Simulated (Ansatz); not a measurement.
Two G0W0 runs on SnSe2 (layered bulk) (P-3m1).

```
Sn Se
1.0
     3.79411    0.00000    0.00000
    -1.89706    3.28580    0.00000
     0.00000    0.00000    5.75953
Sn Se
1 2
Direct
  0.00000 0.00000 0.50000
  0.33333 0.66667 0.77474
  0.66667 0.33333 0.22526
```

The structure was relaxed with PBEsol-D3(BJ). The runs that relaxed it are not among those shown.

The first (Ansatz 0.2.0; start PBEsol, 6×6×4 mesh, 299 empty bands, screening to 150 eV, PAW set soft_1 files; 1 × NVIDIA H100 80GB HBM3 (shared by 6 runs) with 2 threads of AMD EPYC 7R13 (Zen 3), shared host) gave, on its mesh: starting gap 0.37 eV, G0W0 gap 0.83 eV, RPA ε∞ (mean) 19.32, 41 s.

The second gave: starting gap 0.37 eV, G0W0 gap 0.74 eV, RPA ε∞ (mean) 19.43, 21 s.

**Question.** What was changed in the input? Choose among start, files, mesh, bands and cutoff, frequency model or another key.

Changed: empty bands from 299 to 75 and screening cutoff (eV) from 150.0 to 60. The starting gap stayed, which rules out the functional and points to the GW step. Other changes could give like numbers; this is the one that was made.

Limits: not at the basis limit; no spin-orbit coupling; coarse k mesh.

[Paths, hosts, dates, memory and timing lines, banners, echoed tables and standing remarks are left out of the program output.]

[Logs are printed without paths, hosts, clocks, repeated set-up lines and the standing remarks that a program may print on its own settings, such as how far it seeks lower states.]

[Runs of the session that timed out or met a known fault of the program may be left out.]

[Cells called generated may have been cut or substituted from an entry of the Crystallography Open Database or the Materials Project.]

[Hosts, paths, dates, database ids (printed as entryN), source tags and the programs' standing remarks are cut or masked in the printed files.]
